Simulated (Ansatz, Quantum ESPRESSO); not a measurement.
# From contact to tunnelling: vacuum gaps between two Pb(100) faces, part 3 of 5

Aim: how the conductance falls as the barrier grows, for vacuum gaps between two Pb(100) faces.

Quantum ESPRESSO 7.5; plane-wave DFT, LDA, GBRV ultrasoft pseudopotentials; cross-check by Ansatz 0.2.0 with PAW datasets.

So far. Step 2 (Ground state, 5 Å): The run needed 11 iterations to bring the estimated error under 1e-07 Ry; the largest force on any atom, held or free, is 0.37 eV/Å.

## (4) The same in Ansatz, 5 Å

A second code with its own PAW datasets, on the same atoms.

Level of this step: plane-wave DFT, LDA, Ansatz PAW (Ansatz 0.2.0).

input.yaml reads:

```yaml
crystal:
  lattice:
    - [3.5567471094, 0.0, 0.0]
    - [0.0, 3.5567471094, 0.0]
    - [0.0, 0.0, 32.665]
  atoms:
    - { symbol: Pb, position: [0.0, 0.0, 0.0] }
    - { symbol: Pb, position: [0.5, 0.5, 0.0769937242] }
    - { symbol: Pb, position: [0.0, 0.0, 0.1539874483] }
    - { symbol: Pb, position: [0.5, 0.5, 0.2309811725] }
    - { symbol: Pb, position: [0.0, 0.0, 0.3079748967] }
    - { symbol: Pb, position: [0.5, 0.5, 0.3849686208] }
    - { symbol: Pb, position: [0.0, 0.0, 0.538037655] }
    - { symbol: Pb, position: [0.5, 0.5, 0.6150313792] }
    - { symbol: Pb, position: [0.0, 0.0, 0.6920251033] }
    - { symbol: Pb, position: [0.5, 0.5, 0.7690188275] }
    - { symbol: Pb, position: [0.0, 0.0, 0.8460125517] }
    - { symbol: Pb, position: [0.5, 0.5, 0.9230062758] }
kpoints:
  mp_grid: { grid: [7, 7, 1] }
hamiltonian:
  xc: lda
scf:
  occupations: { method: fermi_dirac, width: 0.1 }
  convergence: { dr2_threshold: 1.0e-08 }
output:
  transmission: { leads: [[0, 2]], e_range: [-0.4, 0.4], de: 0.4, kmesh: [8, 8] }
  write_potential: true
  write_density: true
  volumetric_format: npy
```

Launch:

```console
ansatz run input.yaml --threads 4 --pin off --max-ram 8192MiB --backend cpu --events-out ev --progress --plain --runs-dir out
```

Output:

```text
Engine: ansatz 0.2.0, aarch64-unknown-linux-gnu
Pseudopotentials: kind: paw
Pseudopotential: Pb, paw, valence charge 14, recommended cutoff 420 eV (normal), Pb.paw.azcp
Functional definition: SPW92
  exchange = slater_x
  correlation = pw_c
Crystal: 12 atoms, lattice volume = 413.227 Å³
Basis set: ecut = 420 eV, 8065 PW (Γ)
Bands: 101, of which v1, the nominal top of the filled ones, is band 84 counted from 1 (83 counted from 0)
Symmetry: 16 space group operations
Space group: P4/nmm (ITA 129), of the structure as read, at distance tolerance 7.4e-5 Å
k-points: 10 of 49
Non-local potential: Pb, projectors of the file, l = 0: 2, l = 1: 2, l = 2: 2, l = 3: 2
PAW form: soft (Blöchl's): semilocal exchange-correlation on the pseudo side does not see the compensation charge
PAW frozen core: Pb, regenerated for the run's functional, and the local potential with it (the file was generated under x = pbe(κ = 0.804, μ = 0.219515), c = pbe(β = 0.066725))
PAW one-centre angular grid: Pb, 590 points (default); XC on 64 Gauss nodes
Initial density: superposition of atomic densities (neutral atoms: chi_scale 0, normalization atom), corrected by the library's trained network
Initial wavefunctions: pseudopotential atomic-orbital guess
Functional: x = slater, c = lda
SCF iter   1: F=—  HF=-139227.143544 eV  |F-HF|=—  |Δ(HF+E_count)|=         —  Δρ=4.65e-3  dr2=2.74e-1  ethr=1.77e-3  ⟨swp⟩=7.2  Hψ=4121  notcnv=0  defer=4
preconditioner: auto → LDOS  [metal: Δε(μ)=0.055 eV  Ē_g=15.719 eV  σ=0.100 eV  W_gap=0.14  n_scr=92 (ndim 8)  ℏωp=23.7 eV  f_vac=0.056  D(μ)=7.54/eV (n_scr^D=38)  β→1.0]
SCF iter   2: F=—  HF=-139227.134761 eV  |F-HF|=—  |Δ(HF+E_count)|=   8.78e-3  Δρ=2.14e-3  dr2=1.71e-2  ethr=1.63e-4  ⟨swp⟩=2.2  Hψ=1994  notcnv=0  defer=11
SCF iter   3: F=—  HF=-139227.127933 eV  |F-HF|=—  |Δ(HF+E_count)|=   6.83e-3  Δρ=6.69e-4  dr2=2.36e-3  ethr=1.02e-5  ⟨swp⟩=2.0  Hψ=1816  notcnv=0  defer=11
SCF iter   4: F=—  HF=-139227.127371 eV  |F-HF|=—  |Δ(HF+E_count)|=   5.62e-4  Δρ=1.31e-4  dr2=1.77e-4  ethr=1.40e-6  ⟨swp⟩=2.6  Hψ=1829  notcnv=0  defer=11
SCF iter   5: F=—  HF=-139227.127348 eV  |F-HF|=—  |Δ(HF+E_count)|=   2.27e-5  Δρ=5.71e-5  dr2=2.58e-5  ethr=1.05e-7  ⟨swp⟩=2.0  Hψ=1801  notcnv=0  defer=11
SCF iter   6: F=—  HF=-139227.127328 eV  |F-HF|=—  |Δ(HF+E_count)|=   2.05e-5  Δρ=9.90e-6  dr2=1.80e-6  ethr=1.54e-8  ⟨swp⟩=2.0  Hψ=1818  notcnv=0  defer=11
SCF iter   7: F=—  HF=-139227.127301 eV  |F-HF|=—  |Δ(HF+E_count)|=   2.71e-5  Δρ=2.16e-6  dr2=5.71e-8  ethr=1.07e-9  ⟨swp⟩=2.8  Hψ=1703  notcnv=0  defer=11
SCF iter   8: F=-139227.127301 eV  HF=-139227.127301 eV  |F-HF|=3.96e-9  |Δ(HF+E_count)|=   7.57e-9  Δρ=7.93e-7  dr2=5.28e-9  ethr=5.95e-12  ⟨swp⟩=8.6  Hψ=4197  notcnv=0
SCF 1 converged in 8 iterations: F = -139227.127301 eV  dr2 = 5.28e-9
  greatest PAW one-centre occupation: 0.979 electrons in one spin orbital (limit 2), on the Pb atom at site 6 (counted from 0), in its partial waves of l = 2
transmission: 62 of 615 steps passed
transmission: 124 of 615 steps passed
[...]
transmission: 615 of 615 steps passed
SCF converged after 8 iterations
Free energy (F): -139227.127301 eV
Harris-Foulkes:  -139227.127301 eV  (|F-HF|=3.96e-9)
Internal energy: -139226.885530 eV  (E = F + TS)
E sigma→0 (E₀):  -139227.006415 eV
Entropy (-TS):   -0.241770 eV (-20.148 meV/atom)
Fermi energy:    8.861542 eV
--- Per-component energies (eV) ---
  E_band       = -779.574604
  E_kinetic    = 3463.765628
  E_local      = -19393.933134  (includes V_loc(G=0)·N_el)
  E_nonlocal   = 4243.123298
  E_hartree    = 8269.530528
  E_xc         = -2625.495878
  E_vxc        = -1596.802131  (∫ρ·V_xc dr)
  E_paw        = -121227.541661  (= ΣΔE_a)
  E_vpaw       = -4034.797000  (= ΣTr[D̂ρ^β])
  E_aug_tail   = 0.000538  (compensation charges beyond the density's cutoff)
  E_ewald      = -11955.402285
  E_core_change = -0.932563  (= ΣΔE_core)
  E_smearing   = -0.241770  (= −TS)
  E_closure    = -0.000000  (closes the sum)
  Σ components = -139227.127301   (vs F -139227.127301, Δ=0.00e0)
--- Band table (eV; the first three rows and the last of 10) ---
  k-point 0: bands = [... 80 lower, 10.8466, 10.9772, 10.9772, 11.2128, 11.2128, 11.5483, 11.5483, 11.9453, ... 13 higher]
  k-point 1: bands = [... 80 lower, 9.5000, 9.9125, 10.2158, 10.5674, 10.6038, 11.1354, 11.2531, 11.2607, ... 13 higher]
  k-point 2: bands = [... 80 lower, 8.0139, 8.1899, 8.7062, 8.8396, 9.3837, 9.8069, 10.3622, 10.5610, ... 13 higher]
  k-point 9: bands = [... 80 lower, 7.0353, 7.0532, 7.2440, 7.4955, 7.5328, 7.8398, 8.0404, 8.2128, ... 13 higher]
--- Transmission ---
  basis      : 109 plane waves across, 41 finite elements along
  points     : 15, standing for a mesh of 8 x 8
  energies   : 3 from -0.400000 to 0.400000 eV about the Fermi level, 0.400000 eV apart; the leads are filled to 0.000000 eV, and channels, transmission and decay are at 0.000000 eV
  crystal 0  : Pb2, at the sites [0, 2], period 5.0300 Å, over 30.18 Å; its Hamiltonian steps by up to 49.3 meV: too much for a lead, lay more layers or, if its atoms are ordered, name the step of that order
    offset         : up to 0.0000 Å between an atom of the period and one for which it stands
    channels       : 1.546875e0 a spin
    conductance    : none, the energies end too early or step too widely for 300 K: set another output.transmission.e_range or a lower de, or, where they end at an eighth of basis.ecutwfc, a higher one
    slowest decay  : 0.0730 /Å at (0.5000, 0.0000)
  junction   : crystal 0 to crystal 0, -0.56 to 27.08 Å
    transmission   : 1.832888e-1 a spin
    conductance    : none, the energies end too early or step too widely for 300 K: set another output.transmission.e_range or a lower de, or, where they end at an eighth of basis.ecutwfc, a higher one
```

Run time: 25 s. Hardware: 4 threads of Arm Neoverse V1, shared host; peak memory 1.2 GiB; 92 s of CPU time.

This step gave:

| Quantity | Value |
| --- | --- |
| free energy | -139227.1273 eV |
| energy at zero smearing | -139227.0064 eV |
| smearing term TS | 0.2418 eV |
| Fermi energy | 8.862 eV |
| symmetry operations | 16 |
| transmission at the Fermi level, one spin | 0.1833 |
| step of the lead's Hamiltonian over a period | 49.3 meV |

Per spin; mean over the k mesh across the current. Transmission, zone mean against energy, zero at the Fermi level:

```
energy (eV)  transmission, zone mean
     -0.400                    0.164
      0.000                    0.183
      0.400                    0.291
```

Per spin; mean over the k mesh across the current. Table of open channels, zone mean by energy, zero at the Fermi level:

```
energy (eV)  open channels, zone mean
     -0.400                      1.67
      0.000                      1.55
      0.400                      1.52
```

Ansatz finds T = 0.183 against pwcond's 0.182.

## (5) Ground state, 6 Å

Level of this step: plane-wave DFT, LDA, GBRV ultrasoft pseudopotentials (Quantum ESPRESSO 7.5).

j1.scf.in reads:

```
&control
  prefix = 'j1.scf'
  outdir = './out'
  pseudo_dir = './pseudo'
  calculation = 'scf'
  tprnfor = .true.
/
&system
  ibrav = 0
  nat = 12
  ntyp = 1
  ecutwfc = 40
  ecutrho = 200
  occupations = 'smearing'
  smearing = 'mv'
  degauss = 0.01
/
&electrons
  conv_thr = 1e-07
  mixing_beta = 0.25
  electron_maxstep = 120
  mixing_mode = 'local-TF'
/
ATOMIC_SPECIES
  Pb  207.2000  pb_lda_v1.uspp.F.UPF
CELL_PARAMETERS angstrom
  3.55674710936833 0.00000000000000 0.00000000000000
  0.00000000000000 3.55674710936833 0.00000000000000
  0.00000000000000 0.00000000000000 33.66500000000000
ATOMIC_POSITIONS crystal
  Pb  0.000000000000 0.000000000000 0.000000000000
  Pb  0.500000000000 0.500000000000 0.074706668647
  Pb  0.000000000000 0.000000000000 0.149413337294
  Pb  0.500000000000 0.500000000000 0.224120005941
  Pb  0.000000000000 0.000000000000 0.298826674588
  Pb  0.500000000000 0.500000000000 0.373533343235
  Pb  0.000000000000 0.000000000000 0.551759988118
  Pb  0.500000000000 0.500000000000 0.626466656765
  Pb  0.000000000000 0.000000000000 0.701173325412
  Pb  0.500000000000 0.500000000000 0.775879994059
  Pb  0.000000000000 0.000000000000 0.850586662706
  Pb  0.500000000000 0.500000000000 0.925293331353
K_POINTS automatic
  7 7 1 0 0 0
```

Launch:

```console
OMP_NUM_THREADS=1 mpirun -n 4 pw.x -nk 2 -in j1.scf.in > j1.scf.out
```

Output:

```text
[banner, memory and clock lines left out]
Program PWSCF v.7.5 starts
[...]
number of electrons       =       168.00
     number of Kohn-Sham states=          101
     kinetic-energy cutoff     =      40.0000  Ry
     charge density cutoff     =     200.0000  Ry
[...]
number of k points=    10  Marzari-Vanderbilt smearing, width (Ry)=  0.0100
[...]
Dense  grid:   137219 G-vectors     FFT dimensions: (  32,  32, 288)
[...]
Starting wfcs are  108 randomized atomic wfcs
     estimated scf accuracy    <       0.23214152 Ry
     estimated scf accuracy    <       0.16786588 Ry
     estimated scf accuracy    <       0.00187497 Ry
     estimated scf accuracy    <       0.00168973 Ry
     estimated scf accuracy    <       0.00024015 Ry
     estimated scf accuracy    <       0.00016180 Ry
     estimated scf accuracy    <       0.00004118 Ry
     estimated scf accuracy    <       0.00000383 Ry
     estimated scf accuracy    <       0.00000025 Ry
[...]
the Fermi energy is     8.7374 ev
!    total energy              =   -1968.25746595 Ry
     estimated scf accuracy    <       0.00000003 Ry
     smearing contrib. (-TS)   =      -0.00031615 Ry
     internal energy E=F+TS    =   -1968.25714979 Ry
[...]
one-electron contribution =   -1333.14135844 Ry
     hartree contribution      =     781.03258176 Ry
     xc contribution           =    -756.88736328 Ry
     ewald contribution        =    -659.26100982 Ry
     convergence has been achieved in  10 iterations
[...]
Total force =     0.031421     Total SCF correction =     0.000792
[...]
```

Wall time 2.1 min (4 MPI ranks); peak memory 0.83 GiB; 8.4 min of CPU time.

Read from the output:

```
free energy  : -26779.5071 eV
Fermi energy : 8.737 eV
```

## (6) The open system, 6 Å

j1.cond.in reads:

```
&inputcond
  outdir = './out'
  prefixt = 'j1.scf'
  tran_file = 'j1.cond.dat'
  bdl = 1.4142135624
  bds = 9.4651092599
  ikind = 1
  ewind = 4.0
  epsproj = 1e-05
  nz1 = 7
  energy0 = 0.4
  denergy = -0.4
/
15
  0.00000000 0.00000000 0.01562500
  0.00000000 0.12500000 0.06250000
  0.00000000 0.25000000 0.06250000
  0.00000000 0.37500000 0.06250000
  0.00000000 0.50000000 0.03125000
  0.12500000 0.12500000 0.06250000
  0.12500000 0.25000000 0.12500000
  0.12500000 0.37500000 0.12500000
  0.12500000 0.50000000 0.06250000
  0.25000000 0.25000000 0.06250000
  0.25000000 0.37500000 0.12500000
  0.25000000 0.50000000 0.06250000
  0.37500000 0.37500000 0.06250000
  0.37500000 0.50000000 0.06250000
  0.50000000 0.50000000 0.01562500
3
```

Launch:

```console
OMP_NUM_THREADS=1 mpirun -n 4 pwcond.x -in j1.cond.in > j1.cond.out
```

Output:

```text
[banner, memory and clock lines left out]
Program PWCOND v.7.5 starts

     ./out/j1.scf.save/

[...]
negative rho (up, down):  1.846E-01 0.000E+00
     Reading collected, re-writing distributed wavefunctions

===== INPUT FILE containing all the regions =====

     GEOMETRY:

     lattice parameter (alat)  =       6.7213  a.u.
     the volume                =    2873.9631 (a.u.)^3
     the cross section         =      45.1756 (a.u.)^2
     l of the unit cell        =       9.4651 (alat)
     number of atoms/cell      =           12
[...]
-0.3816695  -0.0000149  -0.4000000
 Left moving states:
   k1(2pi/a)   k2(2pi/a)   E-Ef (eV)
   0.3816695  -0.0000149  -0.4000000
   0.3816695  -0.0000149  -0.4000000

 to transmit
 Band j to band i transmissions and reflections:
    j         i     |T_ij|^2    |R_ij|^2

    1 -->     1     0.00039     0.32543
    1 -->     2     0.00000     0.67418
   Total T_j, R_j =    0.00039  0.99961

    2 -->     1     0.00000     0.67418
    2 -->     2     0.00039     0.32543
   Total T_j, R_j =    0.00039  0.99961

E-Ef(ev), T(x2 spins) =   -0.4000000   0.0015524
   T_tot     0.40000      0.16841E+00
   T_tot     0.00000      0.73188E-01
   T_tot    -0.40000      0.63885E-01
```

Wall time 1.7 min (4 MPI ranks); peak memory 0.37 GiB; 6.7 min of CPU time.

Numbers from this step:

- transmission at the Fermi level, one spin: 0.03659
- conductance: 0.03659 G₀

Per spin; mean over the k mesh across the current. The transmission, zone mean by energy, zero at the Fermi level:

```
energy (eV)  transmission, zone mean
     -0.400                   0.0319
      0.000                   0.0366
      0.400                   0.0842
```

T goes from 0.182 to 0.0366, a factor of 5.0.

## (7) The same in Ansatz, 6 Å

Level of this step: plane-wave DFT, LDA, Ansatz PAW (Ansatz 0.2.0).

input.yaml reads:

```yaml
crystal:
  lattice:
    - [3.5567471094, 0.0, 0.0]
    - [0.0, 3.5567471094, 0.0]
    - [0.0, 0.0, 33.665]
  atoms:
    - { symbol: Pb, position: [0.0, 0.0, 0.0] }
    - { symbol: Pb, position: [0.5, 0.5, 0.0747066686] }
    - { symbol: Pb, position: [0.0, 0.0, 0.1494133373] }
    - { symbol: Pb, position: [0.5, 0.5, 0.2241200059] }
    - { symbol: Pb, position: [0.0, 0.0, 0.2988266746] }
    - { symbol: Pb, position: [0.5, 0.5, 0.3735333432] }
    - { symbol: Pb, position: [0.0, 0.0, 0.5517599881] }
    - { symbol: Pb, position: [0.5, 0.5, 0.6264666568] }
    - { symbol: Pb, position: [0.0, 0.0, 0.7011733254] }
    - { symbol: Pb, position: [0.5, 0.5, 0.7758799941] }
    - { symbol: Pb, position: [0.0, 0.0, 0.8505866627] }
    - { symbol: Pb, position: [0.5, 0.5, 0.9252933314] }
kpoints:
  mp_grid: { grid: [7, 7, 1] }
hamiltonian:
  xc: lda
scf:
  occupations: { method: fermi_dirac, width: 0.1 }
  convergence: { dr2_threshold: 1.0e-08 }
output:
  transmission: { leads: [[0, 2]], e_range: [-0.4, 0.4], de: 0.4, kmesh: [8, 8] }
  write_potential: true
  write_density: true
  volumetric_format: npy
  elf: true
```

Launch:

```console
ansatz run input.yaml --threads 4 --pin off --max-ram 8192MiB --backend cpu --events-out ev --progress --plain --runs-dir out
```

Output:

```text
[...]
Crystal: 12 atoms, lattice volume = 425.877 Å³
Basis set: ecut = 420 eV, 8277 PW (Γ)
Bands: 101, of which v1, the nominal top of the filled ones, is band 84 counted from 1 (83 counted from 0)
Symmetry: 16 space group operations
[...]
k-points: 10 of 49
[...]
k-point 9: bands = [... 80 lower, 6.6594, 6.6818, 6.8646, 7.1203, 7.1466, 7.4541, 7.6709, 7.8494, ... 13 higher]
--- Transmission ---
  basis      : 109 plane waves across, 43 finite elements along
  points     : 15, standing for a mesh of 8 x 8
[...]
channels       : 1.546875e0 a spin
[...]
slowest decay  : 0.0727 /Å at (0.5000, 0.0000)
  junction   : crystal 0 to crystal 0, -0.56 to 28.08 Å
    transmission   : 3.665866e-2 a spin
[...]
[key lines of the parts left out:]
SCF converged after 8 iterations
Free energy (F): -139227.068068 eV
Fermi energy:    8.490113 eV
```

It took 25 s on 4 threads; peak memory 1.2 GiB; 91 s of CPU time.

This step gave:

* free energy: -139227.0681 eV
* energy at zero smearing: -139226.9474 eV
* smearing term TS: 0.2413 eV
* Fermi energy: 8.490 eV
* transmission at the Fermi level, one spin: 0.03666
* step of the lead's Hamiltonian over a period: 55 meV

Per spin; mean over the k mesh across the current. Transmission, zone mean against energy, zero at the Fermi level:

```
energy (eV)  transmission, zone mean
     -0.400                   0.0319
      0.000                   0.0367
      0.400                   0.0816
```

Ansatz finds T = 0.0367 against pwcond's 0.0366.

## (8) Ground state, 7 Å

Level of this step: plane-wave DFT, LDA, GBRV ultrasoft pseudopotentials (Quantum ESPRESSO 7.5).

j2.scf.in reads:

```
&control
  prefix = 'j2.scf'
  outdir = './out'
  pseudo_dir = './pseudo'
  calculation = 'scf'
  tprnfor = .true.
/
&system
  ibrav = 0
  nat = 12
  ntyp = 1
  ecutwfc = 40
  ecutrho = 200
  occupations = 'smearing'
  smearing = 'mv'
  degauss = 0.01
/
&electrons
  conv_thr = 1e-07
  mixing_beta = 0.25
  electron_maxstep = 120
  mixing_mode = 'local-TF'
/
ATOMIC_SPECIES
  Pb  207.2000  pb_lda_v1.uspp.F.UPF
CELL_PARAMETERS angstrom
  3.55674710936833 0.00000000000000 0.00000000000000
  0.00000000000000 3.55674710936833 0.00000000000000
  0.00000000000000 0.00000000000000 34.66500000000000
ATOMIC_POSITIONS crystal
  Pb  0.000000000000 0.000000000000 0.000000000000
  Pb  0.500000000000 0.500000000000 0.072551564979
  Pb  0.000000000000 0.000000000000 0.145103129958
  Pb  0.500000000000 0.500000000000 0.217654694937
  Pb  0.000000000000 0.000000000000 0.290206259916
  Pb  0.500000000000 0.500000000000 0.362757824895
  Pb  0.000000000000 0.000000000000 0.564690610125
  Pb  0.500000000000 0.500000000000 0.637242175105
  Pb  0.000000000000 0.000000000000 0.709793740084
  Pb  0.500000000000 0.500000000000 0.782345305063
  Pb  0.000000000000 0.000000000000 0.854896870042
  Pb  0.500000000000 0.500000000000 0.927448435021
K_POINTS automatic
  7 7 1 0 0 0
```

Launch:

```console
OMP_NUM_THREADS=1 mpirun -n 4 pw.x -nk 2 -in j2.scf.in > j2.scf.out
```

Output:

```text
[banner, memory and clock lines left out]
Program PWSCF v.7.5 starts
[...]
number of electrons       =       168.00
     number of Kohn-Sham states=          101
     kinetic-energy cutoff     =      40.0000  Ry
     charge density cutoff     =     200.0000  Ry
[...]
number of k points=    10  Marzari-Vanderbilt smearing, width (Ry)=  0.0100
[...]
Dense  grid:   141227 G-vectors     FFT dimensions: (  32,  32, 300)
[...]
Starting wfcs are  108 randomized atomic wfcs
     estimated scf accuracy    <       0.23978079 Ry
     estimated scf accuracy    <       0.17535719 Ry
     estimated scf accuracy    <       0.00243426 Ry
     estimated scf accuracy    <       0.00259805 Ry
     estimated scf accuracy    <       0.00032418 Ry
     estimated scf accuracy    <       0.00036855 Ry
     estimated scf accuracy    <       0.00002050 Ry
     estimated scf accuracy    <       0.00000728 Ry
     estimated scf accuracy    <       0.00000091 Ry
[...]
the Fermi energy is     8.3773 ev
!    total energy              =   -1968.25645309 Ry
     estimated scf accuracy    <       0.00000009 Ry
     smearing contrib. (-TS)   =      -0.00027291 Ry
     internal energy E=F+TS    =   -1968.25618017 Ry
[...]
one-electron contribution =   -1884.82467705 Ry
     hartree contribution      =    1054.62429263 Ry
     xc contribution           =    -756.88944350 Ry
     ewald contribution        =    -381.16635226 Ry
     convergence has been achieved in  10 iterations
[...]
Total force =     0.033340     Total SCF correction =     0.001294
[...]
```

Run time: 2.1 min. Hardware: 4 MPI ranks; peak memory 1 GiB; 8.3 min of CPU time.

Numbers from this step:

- free energy: -26779.4933 eV
- Fermi energy: 8.377 eV

[end of part 3 of 5]

[Long decimals in the printed logs are rounded to 6 places.]

[Repeated lines of the later SCF iterations (solver, time, negative density, dipole) and banner, clock, host and MPI lines are left out of these logs without a mark at each place.]

[Logs are printed without paths, hosts, clocks, repeated set-up lines and the standing remarks that a program may print on its own settings, such as how far it seeks lower states.]

[Hosts, paths, dates, database ids (printed as entryN), source tags and the programs' standing remarks are cut or masked in the printed files.]

[Maps of the electrostatic potential energy from Ansatz leave out the sawtooth potential of an applied field or a dipole correction, so their vacuum need not be flat; planar profiles and work functions include it.]
